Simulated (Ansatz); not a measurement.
# What NaP3 (built on the NaN3 structure) distorts into

Which phase does NaP3 (built on the NaN3 structure) fall into along its unstable mode, and how much energy does it gain?

Program: Ansatz 0.2.0. Level of theory: DFT PBEsol, scalar-relativistic, plane waves, PAW. Values are calculated unless marked as measured.

The raw output is cut from this account; settings, times and results stay.

The structure was built from a prototype and need not be the compound's stable phase.

## (1) Set-up

Symmetry: Pm-3m, No. 221, cubic system. Conventional cell: a = 3.958 Å, b = 3.958 Å, c = 3.958 Å, α = 90.00°, β = 90.00°, γ = 90.00°. Nearest to Na lie 12 P at 2.80 Å. Nearest to P lie 4 Na at 2.80 Å and 8 P at 2.80 Å. Farther neighbours, and contacts between anions beyond the nearest, are not listed.

Coordinates:

```cif
data_structure
_symmetry_space_group_name_H-M 'Pm-3m'
_symmetry_Int_Tables_number 221
_cell_length_a 3.9575
_cell_length_b 3.9575
_cell_length_c 3.9575
_cell_angle_alpha 90.000
_cell_angle_beta 90.000
_cell_angle_gamma 90.000
_cell_volume 61.98
loop_
_atom_site_label
_atom_site_type_symbol
_atom_site_symmetry_multiplicity
_atom_site_Wyckoff_symbol
_atom_site_fract_x
_atom_site_fract_y
_atom_site_fract_z
_atom_site_occupancy
Na1 Na 1 a 0.00000 0.00000 0.00000 1
P1 P 3 c 0.00000 0.50000 0.50000 1
```

## (2) The dispersion

Stability and thermal properties need the whole zone. Linear response on a 4×4×4 q mesh gives force constants as far as a supercell of that size would.

input.yaml

```yaml
crystal:
  lattice:
    - [3.9575023488, 0.0, 0.0]
    - [0.0, 3.9575023488, 0.0]
    - [0.0, 0.0, 3.9575023488]
  atoms:
    - { symbol: Na, position: [0.0, 0.0, 0.0] }
    - { symbol: P, position: [0.0, 0.5, 0.5] }
    - { symbol: P, position: [0.5, 0.5, 0.0] }
    - { symbol: P, position: [0.5, 0.0, 0.5] }
kpoints:
  mp_grid: { grid: [12, 12, 12] }
hamiltonian:
  xc: pbesol
scf:
  occupations: { method: methfessel_paxton, width: 0.2 }
output:
  eigenvalues: true
phonons:
  method: dfpt
  qmesh: [4, 4, 4]
  temperatures: { t_max: 1000, t_step: 50 }
  qpath:
    path:
      - [[0.0, 0.0, 0.0], [0.0, 0.5, 0.0], [0.5, 0.5, 0.0], [0.0, 0.0, 0.0], [0.5, 0.5, 0.5], [0.0, 0.5, 0.0]]
      - [[0.5, 0.5, 0.5], [0.5, 0.5, 0.0]]
    npoints: 10
```

The run is started by

```sh
> ansatz run input.yaml --threads 8 --pin off --max-ram 14336MiB --backend cpu --events-out ev --progress --plain --runs-dir out
```

Wall time 6 min (8 threads of Arm Neoverse V2, shared host); peak memory 3.9 GiB.

Numbers from this step:

```yaml
volume_per_atom: 15.50 Å³
gap_on_the_k_mesh: 0 eV
sum_rule_residual_before_enforcement: 1.75e-5 eV/Å²
lowest_frequency_on_the_path: -223.9 cm⁻¹
point_group: m-3m
highest_frequency_on_path_mesh_or_solved_points: 302.4 cm⁻¹
highest_optical_mode_at_the_zone_centre_no_lo_to_term: 301.3 cm⁻¹
lowest_optical_zone_centre_mode: -146.4 cm⁻¹
lowest_mode_on_the_q_mesh_acoustic_modes_at_gamma_apart: -223.9 cm⁻¹
```

Frequencies (cm⁻¹) solved at each irreducible wavevector; negative means imaginary. Frequencies by wavevector, by row:

| q in reciprocal lattice units | star | mode 1 | mode 2 | mode 3 | mode 4 | mode 10 | mode 11 | mode 12 |
| --- | --- | --- | --- | --- | --- | --- | --- | --- |
| 0 0 0 | 1 | -146.4 | -146.4 | -146.4 | 0 | 301.3 | 301.3 | 301.3 |
| 0 0 0.25 | 6 | -180.6 | -180.6 | -154 | 50.3 | 284.2 | 290.9 | 290.9 |
| 0 0 -0.5 | 3 | -163.8 | -163.8 | -99.9 | -37.2 | 248.2 | 276 | 276 |
| 0 0.25 0.25 | 12 | -223.9 | -159.5 | -148.6 | 62.3 | 265.4 | 278.1 | 300.8 |
| 0 0.25 -0.5 | 12 | -179.1 | -157.1 | -99.3 | -95.7 | 265.3 | 275.6 | 291.3 |
| 0 -0.5 -0.5 | 3 | -162.6 | -162.2 | -150.3 | -145.4 | 247.6 | 300.5 | 300.5 |
| 0.25 0.25 0.25 | 8 | -152.5 | -143.1 | -143.1 | -93.9 | 249.5 | 296.5 | 296.5 |
| 0.25 0.25 -0.5 | 12 | -169.9 | -165.9 | -126.3 | -124.2 | 278.3 | 286.8 | 289.8 |
| 0.25 -0.5 -0.5 | 6 | -188.7 | -177.1 | -144.5 | -144.5 | 277.3 | 297.9 | 297.9 |
| -0.5 -0.5 -0.5 | 1 | -216.8 | -216.8 | -216.8 | -193.8 | 294.7 | 294.7 | 294.7 |

Interpolated from a 4×4×4 q mesh. Phonon branches along the path, in cm⁻¹:

| point | branch 1 | branch 2 | branch 3 | branch 4 | branch 9 | branch 10 | branch 11 | branch 12 |
| --- | --- | --- | --- | --- | --- | --- | --- | --- |
| Γ | -146 | -146 | -146 | 0 | 142 | 301 | 301 | 301 |
| halfway | -181 | -181 | -154 | 50 | 151 | 284 | 291 | 291 |
| X | -164 | -164 | -100 | -37 | 192 | 248 | 276 | 276 |
| halfway | -179 | -157 | -99 | -96 | 202 | 265 | 276 | 291 |
| M | -163 | -162 | -150 | -145 | 212 | 248 | 300 | 300 |
| halfway | -224 | -160 | -148 | 62 | 179 | 265 | 278 | 301 |
| Γ | -146 | -146 | -146 | 0 | 142 | 301 | 301 | 301 |
| halfway | -152 | -143 | -143 | -94 | 194 | 250 | 296 | 296 |
| R | -217 | -217 | -217 | -194 | 212 | 295 | 295 | 295 |
| halfway | -170 | -166 | -126 | -124 | 204 | 278 | 287 | 290 |
| X | -164 | -164 | -100 | -37 | 192 | 248 | 276 | 276 |
| jump to R | -217 | -217 | -217 | -194 | 212 | 295 | 295 | 295 |
| halfway | -189 | -177 | -144 | -144 | 212 | 277 | 298 | 298 |
| M | -163 | -162 | -150 | -145 | 212 | 248 | 300 | 300 |

Symmetry leaves 10 wavevectors to solve. The lowest mode among them, the acoustic zeros apart, lies at q = (0, 0.25, 0.25) and is imaginary, 223.9i cm⁻¹, so the energy falls along it.

## (3) The mode frozen in, largest atomic shift 0 Å

The mode followed lies at q = (-0.5, -0.5, -0.5) with frequency 216.8i cm⁻¹ and is 3-fold degenerate, one of the unstable modes though not the softest. At small amplitude the pattern taken leaves space group no. 74 by a symmetry search on the positions. The undistorted cell that holds it gives the zero of energy on the same k mesh.

System of this step: NaP3 (built on the NaN3 structure). It takes space group Pm-3m (No. 221, cubic). The conventional cell has a = 3.958 Å, b = 3.958 Å, c = 3.958 Å, α = 90.00°, β = 90.00°, γ = 90.00°. Na has 12 P at 2.80 Å nearest. P has 8 P at 2.80 Å and 4 Na at 2.80 Å nearest. Farther neighbours, and contacts between anions beyond the nearest, are not listed.

input.yaml

```yaml
crystal:
  lattice:
    - [3.9575023488, 3.9575023488, 0.0]
    - [3.9575023488, 0.0, 3.9575023488]
    - [3.9575023488, 0.0, -3.9575023488]
  atoms:
    - { symbol: Na, position: [0.0, 0.0, 0.0] }
    - { symbol: Na, position: [0.0, 0.5, 0.5] }
    - { symbol: P, position: [0.5, 0.5, 0.0] }
    - { symbol: P, position: [0.5, 0.0, 0.5] }
    - { symbol: P, position: [0.5, 0.5, 0.5] }
    - { symbol: P, position: [0.5, 0.0, 0.0] }
    - { symbol: P, position: [0.0, 1.0, 0.5] }
    - { symbol: P, position: [0.0, 0.5, 0.0] }
kpoints:
  mp_grid: { grid: [10, 10, 10] }
hamiltonian:
  xc: pbesol
scf:
  occupations: { method: methfessel_paxton, width: 0.2 }
output:
  forces: true
  stress: true
  eigenvalues: true
```

The job ended after 1.3 s (8 threads; peak memory 0.58 GiB; 9.2 s of CPU time).

Read from the output:

* pressure: 0.2218 GPa
* energy from the undistorted cell: 0 meV/atom

The run ends at a pressure of 0.22 GPa.

## (4) The mode frozen in, largest atomic shift 0.45 Å

The atoms are moved along the unstable eigenvector, the largest shift by 0.45 Å, with the cell fixed.

input.yaml, the sections that differ from step 3:

```yaml
crystal:
  lattice:
    - [3.9575023488, 3.9575023488, 0.0]
    - [3.9575023488, 0.0, 3.9575023488]
    - [3.9575023488, 0.0, -3.9575023488]
  atoms:
    - { symbol: Na, position: [-0.0590733732, 0.0590733732, 0.0] }
    - { symbol: Na, position: [0.0590733732, 0.4409266268, 0.5] }
    - { symbol: P, position: [0.4195962444, 0.5804037556, 0.0] }
    - { symbol: P, position: [0.5804037556, -0.0804037556, 0.5] }
    - { symbol: P, position: [0.5, 0.5402018778, 0.5402018778] }
    - { symbol: P, position: [0.5, -0.0402018778, -0.0402018778] }
    - { symbol: P, position: [0.0, 0.9597981222, 0.4597981222] }
    - { symbol: P, position: [0.0, 0.5402018778, 0.0402018778] }
# kpoints, hamiltonian, scf, output: as in step 3
```

Elapsed: 4.2 s, on 8 threads; peak memory 0.85 GiB; 32 s of CPU time.

This step gave:

| Item | Value |
| --- | --- |
| pressure | 5.898 GPa |
| energy from the undistorted cell | -141.6 meV/atom |

The energy, extrapolated to zero smearing, is -141.60 meV/atom against the undistorted cell.

The run ends at a pressure of 5.90 GPa, with forces up to 1.2 eV/Å.

## (5) Energy along the mode, all amplitudes (two of the runs are shown above)

An imaginary frequency means negative curvature, so the energy should fall and then rise again as anharmonic terms take over.

Numbers from this step:

```yaml
depth_at_the_lowest_point_sampled: 141.6 meV/atom
largest_atomic_shift_at_that_point: 0.45 Å
```

Energy from the parent against largest atomic shift:

| largest atomic shift (Å) | energy from the parent (meV/atom) |
| --- | --- |
| 0.000 | 0 |
| 0.040 | -1.79 |
| 0.080 | -7.49 |
| 0.140 | -24.6 |
| 0.220 | -57.9 |
| 0.320 | -103 |
| 0.450 | -142 |
| 0.600 | -116 |

Displacement at unit largest shift by atom:

| atom | x (Å) | y (Å) | z (Å) | size |
| --- | --- | --- | --- | --- |
| Na1 | 0.000 | -0.520 | 0.520 | 0.735 |
| Na2 | 0.000 | 0.520 | -0.520 | 0.735 |
| P3 | 0.000 | -0.707 | 0.707 | 1.000 |
| P4 | 0.000 | 0.707 | -0.707 | 1.000 |
| P5 | 0.707 | 0.000 | 0.000 | 0.707 |
| P6 | -0.707 | 0.000 | 0.000 | 0.707 |
| P7 | -0.707 | 0.000 | 0.000 | 0.707 |
| P8 | 0.707 | 0.000 | 0.000 | 0.707 |

The lowest step is at 0.45 Å, 142 meV/atom below the parent, and the energy rises beyond it.

## (6) Relaxing from the distorted cell

Starting from the lowest point found, all atoms and the cell are let go, so that strain and other modes of the same symmetry can join in.

Edit input.yaml of step 4 so:

```diff
@@ -24 +24,6 @@
   eigenvalues: true
+relax:
+  adjacent_minimum: "off"
+  f_tol: 0.002
+  max_steps: 120
+  cell: { stress_tol: 0.03 }
```

Run time: 80 s. Hardware: 8 threads; peak memory 0.96 GiB; 10 min of CPU time.

Relaxation path:

| step | energy less that of the first step (eV) | largest force component (eV/Å) | pressure (GPa) | volume (Å³) |
| --- | --- | --- | --- | --- |
| 1 | 0.0000 | 0.8258 | 5.90 | 123.96 |
| 2 | -0.5685 | 0.2826 | 0.19 | 134.29 |
| 3 | -0.6907 | 0.2704 | -0.99 | 138.64 |
| 4 | -0.7152 | 0.1030 | -0.47 | 139.13 |
| 5 | -0.7249 | 0.0753 | 0.01 | 138.79 |
| 6 | -0.7944 | 0.0790 | 1.73 | 138.04 |
| 7 | -0.8623 | 0.3340 | 2.46 | 138.38 |
| 8 | -1.0600 | 0.3497 | -0.32 | 141.70 |
| 9 | -1.0988 | 0.1292 | -0.04 | 137.78 |
| 10 | -1.1123 | 0.0646 | -0.47 | 139.27 |
| 11 | -1.1161 | 0.0137 | -0.08 | 138.86 |
| 12 | -1.1174 | 0.0072 | 0.02 | 138.44 |
| 13 | -1.1174 | 0.0071 | 0.00 | 138.45 |
| 14 | -1.1174 | 0.0005 | 0.00 | 138.47 |
| 15* | -1.1311 | 0.0020 | 0.17 | 138.47 |
| 16 | -1.1314 | 0.0040 | 0.02 | 138.77 |
| 17 | -1.1314 | 0.0006 | 0.00 | 138.80 |
| 18* | -1.1314 | 0.0006 | 0.00 | 138.80 |

Relaxation steps marked * repeat the geometry before them on a plane-wave basis chosen anew for their cell, so energy and pressure can jump there.

Forces are held to the 8 operations that the program found; a distortion that breaks them can't arise in this run.

| conventional cell, symmetrised | before | after | change |
| --- | --- | --- | --- |
| a (Å) | 5.597 | 6.209 | +10.9 % |
| b (Å) | 7.915 | 8.310 | +5.0 % |
| c (Å) | 5.597 | 5.380 | -3.9 % |
| volume (Å³/atom) | 15.50 | 17.35 | +12.0 % |

The atoms that moved most (Å, as changes of fractional coordinates times the final cell):

| atom | dx | dy | dz | length |
| --- | --- | --- | --- | --- |
| Na1 | 0.000 | -0.494 | 0.494 | 0.699 |
| Na2 | 0.000 | 0.494 | -0.494 | 0.699 |
| P4 | 0.000 | 0.421 | -0.421 | 0.595 |
| P3 | 0.000 | -0.421 | 0.421 | 0.595 |
| P8 | 0.052 | 0.000 | 0.000 | 0.052 |
| P6 | -0.052 | 0.000 | 0.000 | 0.052 |
| P5 | 0.052 | 0.000 | 0.000 | 0.052 |
| P7 | -0.052 | 0.000 | 0.000 | 0.052 |

This step gave:

| Quantity | Value |
| --- | --- |
| pressure | 0.002475 GPa |
| volume per atom | 17.35 Å³ |

The distorted start has space group Imma; the relaxation ends in Imma.

## (7) The new phase in its own primitive cell

The relaxed structure is symmetrised, reduced to its primitive cell and relaxed tightly, as its phonons need.

input.yaml

```yaml
crystal:
  lattice:
    - [-3.1046505311, 4.1548833688, 2.6900584419]
    - [3.1046505311, -4.1548833688, 2.6900584419]
    - [3.1046505311, 4.1548833688, -2.6900584419]
  atoms:
    - { symbol: Na, position: [0.5610215128, 0.8110215128, 0.75] }
    - { symbol: Na, position: [0.4389784872, 0.1889784872, 0.25] }
    - { symbol: P, position: [0.0589161716, 0.3089161716, 0.75] }
    - { symbol: P, position: [0.9410838284, 0.6910838284, 0.25] }
    - { symbol: P, position: [0.7964151523, 0.5, 0.7964151523] }
    - { symbol: P, position: [0.2035848477, 0.5, 0.2035848477] }
    - { symbol: P, position: [0.2035848477, 0.0, 0.7035848477] }
    - { symbol: P, position: [0.7964151523, 0.0, 0.2964151523] }
kpoints:
  mp_grid: { grid: [10, 10, 10] }
hamiltonian:
  xc: pbesol
scf:
  occupations: { method: methfessel_paxton, width: 0.2 }
output:
  forces: true
  stress: true
  eigenvalues: true
relax:
  adjacent_minimum: "off"
  f_tol: 0.001
  max_steps: 60
  cell: { stress_tol: 0.01 }
```

Wall time 12 s (8 threads); peak memory 0.95 GiB.

Little changed from the start: no atom moved by 0.005 Å and no cell edge by 0.1 %.

Read from the output:

| Quantity | Value |
| --- | --- |
| pressure | 0.002476 GPa |

The largest force component left is 0.60 meV/Å and the pressure is 0.002 GPa, within the tolerances set. The cell now holds 17.35 Å³/atom.

## (8) Modes of the new phase, k-mesh 10×10×10

A relaxed structure may still be a saddle point, so its zone-centre modes are computed. No field response is asked, since the mesh shows no gap.

Edit input.yaml of step 7 so:

```diff
@@ -21,9 +21,4 @@
 output:
-  forces: true
-  stress: true
   eigenvalues: true
-relax:
-  adjacent_minimum: "off"
-  f_tol: 0.001
-  max_steps: 60
-  cell: { stress_tol: 0.01 }
+phonons:
+  method: dfpt
```

The job ended after 3.9 min (8 threads; peak memory 6.7 GiB).

This step gave:

| Item | Value |
| --- | --- |
| sum-rule residual before enforcement | 2.60e-5 eV/Å² |
| point group | mmm |
| highest optical mode at the zone centre (no LO-TO term) | 364.1 cm⁻¹ |
| lowest optical zone-centre mode | -236.3 cm⁻¹ |

Patterns of degenerate modes are one choice out of their space. The modes at Γ (shares of kinetic energy by element, %) (negative means imaginary):

| mode | frequency (cm⁻¹) | symmetry | Na % | P % |
| --- | --- | --- | --- | --- |
| 1 | -236.3 | B3u | 1 | 99 |
| 2 | -202.2 | B3g | 0 | 100 |
| 3 | -92.0 | B3g | 11 | 89 |
| 4 | 0.0 | acoustic | 20 | 80 |
| 5 | 0.0 | acoustic | 20 | 80 |
| 6 | 0.0 | acoustic | 20 | 80 |
| 7 | 84.0 | B3u | 78 | 22 |
| 8 | 95.7 | Ag | 49 | 51 |
| 9 | 109.8 | B1g | 0 | 100 |
| 10 | 117.8 | B1u | 26 | 74 |
| 11 | 161.6 | B2g | 88 | 12 |
| 12 | 171.4 | B3g | 84 | 16 |
| 13 | 173.6 | B2u | 69 | 31 |
| 14 | 208.1 | Au | 0 | 100 |
| 15 | 238.9 | B1u | 2 | 98 |
| 16 | 239.0 | B1g | 0 | 100 |
| 17 | 261.6 | B2g | 11 | 89 |
| 18 | 267.4 | B3g | 4 | 96 |
| 19 | 270.5 | B3u | 2 | 98 |
| 20 | 283.4 | B2u | 11 | 89 |
| 21 | 327.9 | Ag | 35 | 65 |
| 22 | 337.6 | B1u | 53 | 47 |
| 23 | 355.3 | Ag | 16 | 84 |
| 24 | 364.1 | B2g | 1 | 99 |

Displacements in mode 1 (-236.3 cm⁻¹), the largest set to 1:
```
Na1  0.12  0.00  0.00
Na2  0.12  0.00  0.00
P3  -0.11  0.00  0.00
P4  -0.11  0.00  0.00
P5   0.01  0.00  1.00
P6   0.01  0.00  1.00
P7   0.01  0.00 -1.00
P8   0.01  0.00 -1.00
```

Displacements in mode 14 (208.1 cm⁻¹), the largest set to 1:
```
Na1  0.00  0.00  0.00
Na2  0.00  0.00  0.00
P3   0.00  0.00  0.00
P4   0.00  0.00  0.00
P5   0.00  1.00  0.00
P6   0.00  1.00  0.00
P7   0.00 -1.00  0.00
P8   0.00 -1.00  0.00
```

Before it was imposed, the acoustic sum rule was missed by 2.6e-5 eV/Å². Small misses are needed for a sound result but don't prove that mesh and cutoff are converged. The lowest optical mode is imaginary, 236.3i cm⁻¹, so the energy falls along it.

## (9) The phases reached

The phases reached along the modes that were followed are set side by side.

Energies are those of the first relaxation, on the mesh of the frozen mode; space group, volume and gap are those of the last relaxation. Phases, by row:

| mode frozen in | space group | energy from parent (meV/atom) | volume (Å³/atom) | gap on mesh (eV) | lowest zone-centre optical mode (cm⁻¹) | largest shift (Å) |
| --- | --- | --- | --- | --- | --- | --- |
| parent | Pm-3m | 0 | 15.49 | 0 | – | – |
| q = (0, 0.25, 0.25), 224i cm⁻¹ | Pmma | -235.5 | 21.71 | 0 | – | 1.237 |
| q = (-0.5, -0.5, -0.5), 217i cm⁻¹ | I4/mmm | -124.8 | 16.64 | 0 | -174.2 | 0.495 |
| q = (-0.5, -0.5, -0.5), 217i cm⁻¹ | R-3m | -320.4 | 19.21 | 0 | -60.7 | 0.829 |
| q = (-0.5, -0.5, -0.5), 217i cm⁻¹ | Imma | -283.1 | 17.35 | 0 | -236.3 | 1.028 |

## (10) Results

| Quantity | Value |
| --- | --- |
| unstable mode of the parent | q = (-0.5, -0.5, -0.5), 217i cm⁻¹ |
| depth at the lowest point sampled | 142 meV/atom |
| largest atomic shift at that point | 0.45 Å |
| space group reached | Imma |
| energy gained over the parent (first relaxation, on the mesh of the frozen mode) | 283 meV/atom |
| volume per atom, phase reached | 17.4 Å³ |
| lowest optical zone-centre mode, phase reached | -236 cm⁻¹ |
| highest optical mode at the zone centre (no LO-TO term), phase reached | 364 cm⁻¹ |

In words: Along this mode the structure falls into Imma, 283 meV/atom below the parent. At the parent's cell the well is 141.6 meV/atom deep on the steps tried, with its lowest point at a shift of 0.45 Å. Relaxing atoms and cell changes the gain by +141.54 meV/atom against the lowest step (energies at zero smearing). The new phase still has an imaginary mode at the zone centre of its cell, so it is a saddle point on the way to a lower structure. Of the 4 patterns followed from this parent, this one ends 37.2 meV/atom above the lowest, R-3m. Each path keeps the symmetry of its pattern, so a lower phase may lie along a pattern not tried. With no gap, or one that is small against the smearing, the frequencies hang on the k mesh and the smearing, most of all near Kohn anomalies. The volume moved by more than a tenth on the k mesh of the start, so the energy gain is rough. A semilocal functional can close a gap that the real compound would have, so the metallic treatment may be an artefact of the level. The starting cell was built on a prototype and not taken from a measurement, so the phase need not exist.

[Long decimals in the printed logs are rounded to 6 places.]

[Logs are printed without paths, hosts, clocks, repeated set-up lines and the standing remarks that a program may print on its own settings, such as how far it seeks lower states.]

[Hosts, paths, dates, database ids (printed as entryN), source tags and the programs' standing remarks are cut or masked in the printed files.]

[Where the starting crystal was built by hand or by swapping elements, it need not be the compound's stable phase.]
